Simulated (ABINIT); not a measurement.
# SrSiS3 (Pm-3m): zone-centre phonons, part 2 of 3

Which modes does SrSiS3 (Pm-3m) have at the zone centre?

ABINIT 10.8.3; DFT PBEsol, scalar-relativistic, plane waves, PseudoDojo norm-conserving pseudopotentials.

So far. Step 5 (Relaxation): The volume changes by +0.1 % in this run and stands +16.3 % from the first cell. The relaxed cell has a = 4.617 Å (conventional setting).

The structure was built from a prototype and need not be the compound's stable phase.

**7. Zone-centre response**

At q = 0 one unit cell holds all displacements. The response is solved for single atoms along the cell's directions, and symmetry skips those that follow from others. The crystal is treated as a metal, which screens a static field, so no field response is asked.

dfpt_gamma.abi

```

# common to the responses
getwfk_filepath "gso_WFK"
kptopt 2
nqpt 1
qpt 0.0 0.0 0.0
asr 0
chneut 0

# displacements
rfphon 1
rfatpol 1 5
rfdir 1 1 1
tolvrs 1.0d-10
prtwf 0

# basis, mesh and filling
ecut 35.0
ecutsm 3.0
ngkpt 6 6 6
nshiftk 1
shiftk 0.0 0.0 0.0
istwfk *1
occopt 7
tsmear 0.01
nband 24
nstep 100
diemac 1000000.0
prtebands 0
prtgsr 0
useylm 1

# cell and atoms
acell 3*1.0 Angstrom
rprim 
    4.617079501 0.0 0.0
    0.0 4.617079501 0.0
    0.0 0.0 4.617079501
ntypat 3
znucl 38 14 16
natom 5
typat 1 2 3 3 3
xred 
    0.0 0.0 0.0
    0.5 0.5 0.5
    0.5 0.5 0.0
    0.5 0.0 0.5
    0.0 0.5 0.5
pp_dirpath "./pseudo"
pseudos "Sr.upf, Si.upf, S.upf"
```

Launch:

```console
$ OMP_NUM_THREADS=1 mpirun -n 4 abinit dfpt_gamma.abi > dfpt_gamma.log
```

Numbers of over 12 decimals in the logs are rounded to 6 here.

dfpt_gamma.abo, the main output file:

```text
[banners, grids, parts of the stress and lines that vanish by symmetry left out]
- input  file    -> dfpt_gamma.abi
- output file    -> dfpt_gamma.abo
- root for input  files -> dfpt_gammai
- root for output files -> dfpt_gammao

 Symmetries : space group Pm -3 m (#221); Bravais cP (primitive cubic)
================================================================================
 Values of the parameters that define the memory need of the present run (RF).
     intxc =       0      iscf =       7    lmnmax =      18     lnmax =       6
     mgfft =      48  mpssoang =       3    mqgrid =    3001     natom =       5
  nloc_mem =       1    nspden =       1   nspinor =       1    nsppol =       1
      nsym =      48    n1xccc =    2501    ntypat =       3    occopt =       7
   xclevel =       2
-    mband =          24        mffmem =           1         mkmem =          28
-   mkqmem =          28        mk1mem =          28           mpw =        6704
      nfft =      110592          nkpt =         112
- my_mband =          24
================================================================================
================================================================================

--------------------------------------------------------------------------------
------------- Echo of variables that govern the present computation ------------
--------------------------------------------------------------------------------
-
- outvars: echo of selected default values
-   iomode0 =  0 , fftalg0 =312 , wfoptalg0 =  0
-
- outvars: echo of global parameters not present in the input file
-  max_nthreads =    1
-
 -outvars: echo values of preprocessed input variables
 [... echo left out ...]
================================================================================

 chkinp: Checking input parameters for consistency.

[...]
== DATASET  1 ==================================================================
-   mpi_nproc: 4, omp_nthreads: 1 (-1 if OMP is not activated)

--- !DatasetInfo
iteration_state: {dtset: 1, }
dimensions: {natom: 5, nkpt: 112, mband: 24, nsppol: 1, nspinor: 1, nspden: 1, mpw: 6704, }
cutoff_energies: {ecut:  35.0, pawecutdg:  -1.0, }
electrons: {nelect:   3.20000000E+01, charge:   0.00000000E+00, occopt:   7.00000000E+00, tsmear:   1.00000000E-02, }
meta: {optdriver: 1, rfphon: 1, }
...

 mkfilename: getwfk from: gso_WFK

 Real(R)+Recip(G) space primitive vectors, cartesian coordinates (Bohr,Bohr^-1):
 R(1)=  8.7250158  0.0000000  0.0000000  G(1)=  0.1146130  0.0000000  0.0000000
 R(2)=  0.0000000  8.7250158  0.0000000  G(2)=  0.0000000  0.1146130  0.0000000
 R(3)=  0.0000000  0.0000000  8.7250158  G(3)=  0.0000000  0.0000000  0.1146130
 Unit cell volume ucvol=  6.6419968E+02 bohr^3
 Angles (23,13,12)=  9.00000000E+01  9.00000000E+01  9.00000000E+01 degrees
 setup1 : take into account q-point for computing boxcut.

 getcut: wavevector=  0.0000  0.0000  0.0000  ngfft=  48  48  48
         ecut(hartree)=     35.000   => boxcut(ratio)=   2.06574

--- Pseudopotential description ------------------------------------------------
- pspini: atom type   1  psp file is ./pseudo/Sr.upf

- pspini: atom type   2  psp file is ./pseudo/Si.upf

- pspini: atom type   3  psp file is ./pseudo/S.upf

   1.48750145E+03                                ecore*ucvol(ha*bohr**3)
--------------------------------------------------------------------------------

 ==>  initialize data related to q vector <==

 The list of irreducible perturbations for this q vector is:
    1)    idir= 1    ipert=   1
    2)    idir= 1    ipert=   2
    3)    idir= 1    ipert=   3
    4)    idir= 3    ipert=   3

[...]
The perturbation idir=   2  ipert=   1 is
 symmetric of a previously calculated perturbation.
 So, its SCF calculation is not needed.

 The perturbation idir=   3  ipert=   1 is
 symmetric of a previously calculated perturbation.
 So, its SCF calculation is not needed.

 The perturbation idir=   2  ipert=   2 is
 symmetric of a previously calculated perturbation.
 So, its SCF calculation is not needed.

 The perturbation idir=   3  ipert=   2 is
 symmetric of a previously calculated perturbation.
 So, its SCF calculation is not needed.

[...]
The perturbation idir=   2  ipert=   5 is
 symmetric of a previously calculated perturbation.
 So, its SCF calculation is not needed.

 The perturbation idir=   3  ipert=   5 is
 symmetric of a previously calculated perturbation.
 So, its SCF calculation is not needed.

--------------------------------------------------------------------------------
 Perturbation wavevector (in red.coord.)   0.000000  0.000000  0.000000
 Perturbation : displacement of atom   1   along direction   1
 Found     8 symmetries that leave the perturbation invariant.

[...]
dfpt_looppert : total number of electrons, from k and k+q
  fully or partially occupied states are    3.200000E+01 and    3.200000E+01.
 Initialisation of the first-order wave-functions :
  ireadwf=   0

--- !BeginCycle
iteration_state: {dtset: 1, }
solver: {iscf: 7, nstep: 100, nline: 4, wfoptalg: 0, }
tolerances: {tolvrs: 1.00E-10, }
...

     iter   2DEtotal(Ha)        deltaE(Ha) residm    vres2
-ETOT  1   3.036721     -1.896E+03 1.090E+01 3.738E+03
 ETOT  2   1.054956     -1.982E+00 4.085E-01 8.114E+01
 ETOT  3   1.022215     -3.274E-02 6.067E-02 3.357E+01
 ETOT  4   1.016366     -5.849E-03 2.373E-02 1.165E-01
 ETOT  5   1.016336     -2.945E-05 4.024E-03 1.639E-02
[...]
At SCF step   12       vres2   =  3.80E-12 < tolvrs=  1.00E-10 =>converged.
[...]
Mean square residual over all n,k,spin=   21.633E-08; max=  16.997E-05

 Thirteen components of 2nd-order total energy (hartree) are
 1,2,3: 0th-order hamiltonian combined with 1st-order wavefunctions
     kin0=   1.40110021E+03 eigvalue=   1.92085593E+02  local=  -1.24978912E+03
 4,5,6: 1st-order hamiltonian combined with 1st and 0th-order wfs
 loc psp =  -1.60188243E+03  Hartree=   5.43408705E+02     xc=  -1.41163781E+02
 note that "loc psp" includes a xc core correction that could be resolved
 7,8,9: eventually, occupation + non-local contributions
    edocc=   1.86857553E+02     enl0=   9.65935913E+02   enl1=  -2.19498773E+03
 1-9 gives the relaxation energy (to be shifted if some occ is /=2.0)
   erelax=  -1.89843508E+03
 10,11,12 Non-relaxation  contributions : frozen-wavefunctions and Ewald
 fr.local=   7.11662000E+02 fr.nonlo=   1.09904021E+03  Ewald=   1.05619734E+02
 13,14 Frozen wf xc core corrections (1) and (2)
 frxc 1  =  -2.24720468E+02  frxc 2 =   2.07849935E+02
 Resulting in :
 2DEtotal=    0.1016333079E+01 Ha. Also 2DEtotal=    0.276558319786E+02 eV
    (2DErelax=   -1.8984350804E+03 Ha. 2DEnonrelax=    1.8994514135E+03 Ha)
    (  non-var. 2DEtotal :    1.0163335606E+00 Ha)

[...]
Perturbation wavevector (in red.coord.)   0.000000  0.000000  0.000000
 Perturbation : displacement of atom   2   along direction   1
 Found     8 symmetries that leave the perturbation invariant.

[...]
dfpt_looppert : total number of electrons, from k and k+q
  fully or partially occupied states are    3.200000E+01 and    3.200000E+01.
 Initialisation of the first-order wave-functions :
  ireadwf=   0

--- !BeginCycle
iteration_state: {dtset: 1, }
solver: {iscf: 7, nstep: 100, nline: 4, wfoptalg: 0, }
tolerances: {tolvrs: 1.00E-10, }
...

     iter   2DEtotal(Ha)        deltaE(Ha) residm    vres2
-ETOT  1   1.662228     -1.223E+02 8.928E-01 4.954E+03
[...]
At SCF step   12       vres2   =  5.63E-12 < tolvrs=  1.00E-10 =>converged.
[...]
Mean square residual over all n,k,spin=   17.525E-09; max=  14.426E-06

 Thirteen components of 2nd-order total energy (hartree) are
 1,2,3: 0th-order hamiltonian combined with 1st-order wavefunctions
     kin0=   1.06922041E+02 eigvalue=  -2.40725582E+00  local=  -6.05982027E+01
 4,5,6: 1st-order hamiltonian combined with 1st and 0th-order wfs
 loc psp =  -8.89624509E+01  Hartree=   3.27323310E+01     xc=  -8.22098744E+00
 note that "loc psp" includes a xc core correction that could be resolved
 7,8,9: eventually, occupation + non-local contributions
    edocc=   7.97626814E+00     enl0=   4.73518075E+01   enl1=  -1.58549552E+02
 1-9 gives the relaxation energy (to be shifted if some occ is /=2.0)
   erelax=  -1.23756001E+02
 10,11,12 Non-relaxation  contributions : frozen-wavefunctions and Ewald
 fr.local=  -1.68040182E+01 fr.nonlo=   8.98426195E+01  Ewald=   5.37700465E+01
 13,14 Frozen wf xc core corrections (1) and (2)
 frxc 1  =  -1.04733248E+01  frxc 2 =   7.58882713E+00
 Resulting in :
 2DEtotal=    0.1681488082E+00 Ha. Also 2DEtotal=    0.457556216551E+01 eV
    (2DErelax=   -1.2375600130E+02 Ha. 2DEnonrelax=    1.2392415011E+02 Ha)
    (  non-var. 2DEtotal :    1.6814864695E-01 Ha)

[...]
Perturbation wavevector (in red.coord.)   0.000000  0.000000  0.000000
 Perturbation : displacement of atom   3   along direction   1
 Found     4 symmetries that leave the perturbation invariant.

[...]
dfpt_looppert : total number of electrons, from k and k+q
  fully or partially occupied states are    3.200000E+01 and    3.200000E+01.
 Initialisation of the first-order wave-functions :
  ireadwf=   0

--- !BeginCycle
iteration_state: {dtset: 1, }
solver: {iscf: 7, nstep: 100, nline: 4, wfoptalg: 0, }
tolerances: {tolvrs: 1.00E-10, }
...

     iter   2DEtotal(Ha)        deltaE(Ha) residm    vres2
-ETOT  1   1.342201     -5.541E+02 2.129E+00 2.741E+03
[...]
At SCF step   12       vres2   =  1.28E-11 < tolvrs=  1.00E-10 =>converged.
[...]
Mean square residual over all n,k,spin=   10.957E-08; max=  11.884E-05

 Thirteen components of 2nd-order total energy (hartree) are
 1,2,3: 0th-order hamiltonian combined with 1st-order wavefunctions
     kin0=   4.95652131E+02 eigvalue=  -1.98975393E+01  local=  -3.45061987E+02
 4,5,6: 1st-order hamiltonian combined with 1st and 0th-order wfs
 loc psp =  -4.06010033E+02  Hartree=   1.54766669E+02     xc=  -4.30950491E+01
 note that "loc psp" includes a xc core correction that could be resolved
 7,8,9: eventually, occupation + non-local contributions
    edocc=   2.37462235E+01     enl0=   2.88877885E+02   enl1=  -7.03966634E+02
 1-9 gives the relaxation energy (to be shifted if some occ is /=2.0)
   erelax=  -5.54988334E+02
 10,11,12 Non-relaxation  contributions : frozen-wavefunctions and Ewald
 fr.local=   1.63093560E+02 fr.nonlo=   3.60387031E+02  Ewald=   4.54417011E+01
 13,14 Frozen wf xc core corrections (1) and (2)
 frxc 1  =  -6.49591319E+01  frxc 2 =   5.14386436E+01
 Resulting in :
 2DEtotal=    0.4134690470E+00 Ha. Also 2DEtotal=    0.112510659391E+02 eV
    (2DErelax=   -5.5498833392E+02 Ha. 2DEnonrelax=    5.5540180297E+02 Ha)
    (  non-var. 2DEtotal :    4.1346927450E-01 Ha)

[...]
Perturbation wavevector (in red.coord.)   0.000000  0.000000  0.000000
 Perturbation : displacement of atom   3   along direction   3
 Found     8 symmetries that leave the perturbation invariant.

--------------------------------------------------------------------------------

--------------------------------------------------------------------------------

 dfpt_looppert : total number of electrons, from k and k+q
  fully or partially occupied states are    3.200000E+01 and    3.200000E+01.
 Initialisation of the first-order wave-functions :
  ireadwf=   0

--- !BeginCycle
iteration_state: {dtset: 1, }
solver: {iscf: 7, nstep: 100, nline: 4, wfoptalg: 0, }
tolerances: {tolvrs: 1.00E-10, }
...

     iter   2DEtotal(Ha)        deltaE(Ha) residm    vres2
-ETOT  1   9.714891     -5.406E+02 5.420E+00 1.483E+04
[...]
ETOT 11   5.447718     -2.751E-11 1.128E-04 7.194E-10
 ETOT 12   5.447718      1.990E-11 3.840E-05 7.297E-12

 At SCF step   12       vres2   =  7.30E-12 < tolvrs=  1.00E-10 =>converged.
[...]
Mean square residual over all n,k,spin=   45.936E-09; max=  38.397E-06

 Thirteen components of 2nd-order total energy (hartree) are
 1,2,3: 0th-order hamiltonian combined with 1st-order wavefunctions
     kin0=   4.75233569E+02 eigvalue=  -1.21728495E+01  local=  -3.12965699E+02
 4,5,6: 1st-order hamiltonian combined with 1st and 0th-order wfs
 loc psp =  -4.39502063E+02  Hartree=   1.66441820E+02     xc=  -4.10670650E+01
 note that "loc psp" includes a xc core correction that could be resolved
 7,8,9: eventually, occupation + non-local contributions
    edocc=   3.45393025E+01     enl0=   2.34829604E+02   enl1=  -6.50175300E+02
 1-9 gives the relaxation energy (to be shifted if some occ is /=2.0)
   erelax=  -5.44838681E+02
 10,11,12 Non-relaxation  contributions : frozen-wavefunctions and Ewald
 fr.local=   1.02338768E+02 fr.nonlo=   3.26639085E+02  Ewald=   1.33798578E+02
 13,14 Frozen wf xc core corrections (1) and (2)
 frxc 1  =  -6.53289934E+01  frxc 2 =   5.28389619E+01
 Resulting in :
 2DEtotal=    0.5447718156E+01 Ha. Also 2DEtotal=    0.148239962890E+03 eV
    (2DErelax=   -5.4483868080E+02 Ha. 2DEnonrelax=    5.5028639895E+02 Ha)
    (  non-var. 2DEtotal :    5.4477177648E+00 Ha)

[...]
---- first-order wavefunction calculations are completed ----

 ==> Compute Derivative Database <==

 [... matrices left out ...]
  Phonon wavevector (reduced coordinates) :  0.00000  0.00000  0.00000
 Phonon energies in Hartree :
  -5.522761E-04 -5.522761E-04 -5.522761E-04 -2.750479E-05 -2.750479E-05
  -2.750479E-05  1.988051E-04  1.988051E-04  1.988051E-04  3.754712E-04
   3.754712E-04  3.754712E-04  1.289226E-03  1.289226E-03  1.289226E-03
 Phonon frequencies in cm-1    :
- -1.212106E+02 -1.212106E+02 -1.212106E+02 -6.036605E+00 -6.036605E+00
- -6.036604E+00  4.363268E+01  4.363268E+01  4.363268E+01  8.240641E+01
-  8.240641E+01  8.240641E+01  2.829524E+02  2.829524E+02  2.829524E+02

== END DATASET(S) ==============================================================
================================================================================

 -outvars: echo values of variables after computation
            acell      1.8897261259E+00  1.8897261259E+00  1.8897261259E+00 Bohr
           etotal      5.4477181555E+00
            fcart      0.0000000000E+00  0.0000000000E+00  0.0000000000E+00
           strten      0.0000000000E+00  0.0000000000E+00  0.0000000000E+00
================================================================================
```

Run time: 5.1 min. Hardware: 4 MPI ranks of Arm Neoverse V1, shared host; 20 min of CPU time.

Read from the output:

- largest acoustic frequency at the zone centre before the sum rule: -6.04 cm⁻¹
- highest optical zone-centre mode (no LO-TO term): 282.9 cm⁻¹
- lowest optical zone-centre mode: -121.2 cm⁻¹

The acoustic modes at Γ come out as far as 6.0 cm⁻¹ from zero, where they should vanish, a small numerical error. The lowest optical mode is imaginary, 121i cm⁻¹, an instability at this level and on this k mesh.

(Part 2 of 3 ends here.)

[Host names and launcher messages were left out of these logs when they were recorded.]

[Logs are printed without paths, hosts, clocks, repeated set-up lines and the standing remarks that a program may print on its own settings, such as how far it seeks lower states.]

[Hosts, paths, dates, database ids (printed as entryN), source tags and the programs' standing remarks are cut or masked in the printed files.]
